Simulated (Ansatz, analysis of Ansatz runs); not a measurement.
# F centre in LiF: hyperfine coupling, r2SCAN, part 2 of 2

Subject: F centre in LiF. Wanted: its hyperfine coupling, in one set-up (r2SCAN, 64-site cell, r2SCAN lattice, 500 eV, k: the single point 1/4 1/4 1/4 then 2x2x2 shifted 0.5 0.5 0.5). The model is a cell of 64 host atoms with 1 F taken out. The isotropic coupling follows from the spin density at the nucleus, the nuclear g-factor and the total spin. A meta-GGA costs about twice a GGA and mends lattice constants and part of the gap.

Ansatz 0.2.0; r2SCAN, 64-site cell, r2SCAN lattice, 500 eV, k: the single point 1/4 1/4 1/4 then 2x2x2 shifted 0.5 0.5 0.5.

So far: Set-up; Relaxation, charge 0.

## (2) Relaxation, charge 0 (continued)

Level of this step: plane-wave PAW DFT, r2SCAN; relaxation of all atoms of a defect supercell (Ansatz).

The steps of the relaxation:

| step | energy less that of the first step (eV) | largest force component (eV/Å) |
| --- | --- | --- |
| 1 | 0.0000 | 0.1777 |
| 2 | -0.0127 | 0.0974 |
| 3 | -0.0227 | 0.0135 |
| 4 | -0.0227 | 0.0135 |

The run keeps the 12 symmetry operations that it works with, so distortions that break them were not tested.

The atoms that moved most (Å):

| atom | dx | dy | dz | length |
| --- | --- | --- | --- | --- |
| Li56 | 0.038 | 0.000 | 0.000 | 0.038 |
| Li25 | -0.038 | 0.000 | 0.000 | 0.038 |
| Li19 | 0.000 | 0.000 | -0.038 | 0.038 |
| Li12 | 0.000 | -0.038 | 0.000 | 0.038 |
| Li28 | 0.000 | 0.038 | 0.000 | 0.038 |
| Li27 | 0.000 | 0.000 | 0.038 | 0.038 |
| F30 | -0.009 | 0.009 | 0.000 | 0.013 |
| F29 | -0.009 | 0.000 | 0.009 | 0.013 |

The atoms nearest to the centre after the run:

| atom | distance (Å) |
| --- | --- |
| Li12 | 2.033 |
| Li27 | 2.033 |
| Li28 | 2.033 |
| Li19 | 2.033 |
| Li25 | 2.033 |
| Li56 | 2.033 |
| F14 | 2.834 |
| F8 | 2.834 |
| F21 | 2.834 |
| F61 | 2.834 |
| F60 | 2.834 |
| F31 | 2.834 |
| F29 | 2.834 |
| F24 | 2.834 |
| F30 | 2.834 |
| F16 | 2.834 |

Read from the output:

- free energy: -31772.2647 eV
- total moment: 1 μB
- integral of the absolute spin density: 1.020 μB
- spin contamination: 5.57e-4

The relaxation ends 0.4 meV an atom lower, with a largest force component of 0.014 eV/Å.

## (3) Contact spin densities

The relaxed structure is kept, and the final numbers are taken at the final level and k-points.

This step: plane-wave PAW DFT, r2SCAN; single point of a defect supercell.

point/input.yaml

```yaml
crystal:
  lattice:
    - [7.97957509, 0.0, 0.0]
    - [0.0, 7.97957509, 0.0]
    - [0.0, 0.0, 7.97957509]
  atoms:
    - { symbol: Li, position: [8.681e-06, 7.98e-07, 7.98e-07] }
    - { symbol: Li, position: [4.0382e-05, 0.250040382, 0.250040382] }
[... 5 atom lines left out ...]
    - { symbol: F, position: [0.24998166, 0.248888936, 0.248888936] }
[... 3 atom lines left out ...]
    - { symbol: Li, position: [0.249985016, 0.245258594, 0.499985016] }
[... 1 atom line left out ...]
    - { symbol: F, position: [-0.001111064, 0.248888936, 0.49998166] }
[... 4 atom lines left out ...]
    - { symbol: Li, position: [0.249985016, 0.499985016, 0.245258594] }
[... 1 atom line left out ...]
    - { symbol: F, position: [-0.001111064, 0.49998166, 0.248888936] }
[... 3 atom lines left out ...]
    - { symbol: Li, position: [-0.004741406, 0.499985016, 0.499985016] }
[... 1 atom line left out ...]
    - { symbol: Li, position: [0.250014984, 0.500014984, 0.754741406] }
    - { symbol: Li, position: [0.250014984, 0.754741406, 0.500014984] }
[... 2 atom lines left out ...]
    - { symbol: F, position: [0.25001834, 0.751111064, 0.751111064] }
[... 24 atom lines left out ...]
    - { symbol: Li, position: [0.504741406, 0.500014984, 0.500014984] }
[... 3 atom lines left out ...]
    - { symbol: F, position: [0.501111064, 0.50001834, 0.751111064] }
    - { symbol: F, position: [0.501111064, 0.751111064, 0.50001834] }
[... 1 atom line left out ...]
    - { symbol: F, position: [0.74998978, 0.750024298, 0.750024298] }
basis:
  ecutwfc: 500
  xc_grid: 2
hamiltonian:
  xc: r2scan
kpoints:
  mp_grid: { grid: [2, 2, 2], shift: [0.5, 0.5, 0.5] }
magnetization:
  spin_polarized: true
  initial_magnetization: 1
  spin_locking: { lock_magnetization: hard }
scf:
  occupations: { method: fermi_dirac, width: 0.01 }
  max_iter: 120
output:
  forces: true
  efg: {}
  eigenvalues: true
checkpoint:
  read: "../relax.run"
```

Launch:

```
$ ansatz run input.yaml --threads 2 --pin off --max-ram 3768MiB --backend cpu --events-out ev --progress --plain --runs-dir out
```

Numbers of over 12 decimals in the logs are rounded to 6 here.

Log:

```text
[...]
Crystal: 63 atoms, lattice volume = 508.088 Å³
Basis set: ecut = 500 eV, 12965 PW (Γ), exchange–correlation on 120×120×120 points (8 copies of the dense FFT grid, shifted against one another)
Bands: 220, of which v1, the nominal top of the filled ones, is band 157 counted from 1 (156 counted from 0)
Symmetry: 12 space group operations
[...]
k-points: 2 of 8
[...]
Stability of the state it starts from, as read at its close in the collinear treatment: not read, because the mixer in use, unlike msr1, does not test its closes by its own steps (another_mixer); its run was given moments
Starting moments: Σ|m| = 1 μB on 63 of 63 sites; this step starts from the density that it was given
[...]
atom  19  Li V_zz =    -0.021881   η = 0.0028   by run symmetry: allowed
[...]
atom  21  F  V_zz =    +0.125200   η = 0.8738   by run symmetry: allowed
[...]
atom  25  Li V_zz =    -0.021881   η = 0.0028   by run symmetry: allowed
[...]
atom  27  Li V_zz =    -0.021881   η = 0.0028   by run symmetry: allowed
[...]
atom  28  Li V_zz =    -0.021881   η = 0.0028   by run symmetry: allowed
[...]
atom  56  Li V_zz =    -0.021881   η = 0.0028   by run symmetry: allowed
[...]
atom  61  F  V_zz =    +0.125200   η = 0.8738   by run symmetry: allowed
[...]
--- Band table (eV) ---
[...]
[... further k-points left out ...]
[key lines of the parts left out:]
SCF converged after 6 iterations
Magnetization: 1.0000 μB (157.0000 up, 156.0000 down)
Free energy (F): -31772.264688 eV
Fermi energy:    7.747081 (↑ 8.998587, ↓ 4.577433) eV
```

The job ended after 76 s (2 threads of AMD EPYC 7R43, shared host; peak memory 2.1 GiB; 2.4 min of CPU time).

Reading the cycles: dr2 is the Hartree energy of the density residual (eV), the measure of convergence; HF is the Harris–Foulkes estimate of the energy, which meets the free energy F at convergence.

Numbers from this step:

```
free energy                           : -31772.2647 eV
total moment                          : 1 μB
integral of the absolute spin density : 1.019 μB
spin contamination                    : 5.57e-4
```

The atoms' spheres hold 0.21 of the 1 μB, none over 0.02 μB.

Contact couplings A = (2/3) μ0 ge μB gN μN ρs / (2S h), for each element's most abundant magnetic isotope:

| atom | isotope | distance from the centre (Å) | contact spin density (e/Å³) | A (MHz) |
| --- | --- | --- | --- | --- |
| F8 | 19F | 2.83 | 0.201 | 125.0 |
| F14 | 19F | 2.83 | 0.201 | 125.0 |
| F21 | 19F | 2.83 | 0.201 | 125.0 |
| F31 | 19F | 2.83 | 0.201 | 125.0 |
| F60 | 19F | 2.83 | 0.201 | 125.0 |
| F61 | 19F | 2.83 | 0.201 | 125.0 |
| F16 | 19F | 2.83 | 0.201 | 125.0 |
| F24 | 19F | 2.83 | 0.201 | 125.0 |
| F29 | 19F | 2.83 | 0.201 | 125.0 |
| F30 | 19F | 2.83 | 0.201 | 125.0 |

## (4) Outcome

```yaml
7li_shell_i: 40.0 MHz
19f_shell_ii: 125.0 MHz
7li_shell_iii: 0.4 MHz
19f_shell_iv: 2.1 MHz
integral_of_the_absolute_spin_density: 1.02 μB
time_of_the_whole_chain: 2.8 min on 2 threads
```

**Reading.** 7Li, shell I: computed 40.0 MHz, measured 39.06 MHz; 1.0 MHz (3 %) above the measurement. 19F, shell II: computed 125.0 MHz, measured 105.9 MHz; 19.1 MHz (18 %) above the measurement. 7Li, shell III: computed 0.4 MHz, measured 0.5 MHz; 0.1 MHz (14 %) below the measurement. 19F, shell IV: computed 2.1 MHz, measured 0.48 MHz; 1.6 MHz (334 %) above the measurement. Only the isotropic (Fermi contact) part is computed, with core polarisation; no vibrational averaging. Limits: the periodic copies of the defect are only 8.0 Å apart.

[Logs are printed without paths, hosts, clocks, repeated set-up lines and the standing remarks that a program may print on its own settings, such as how far it seeks lower states.]

[Hosts, paths, dates, database ids (printed as entryN), source tags and the programs' standing remarks are cut or masked in the printed files.]

[For some hosts the program warned that the k-mesh of the response run may be too coarse for force constants and the static dielectric constant; such warnings are not shown here.]
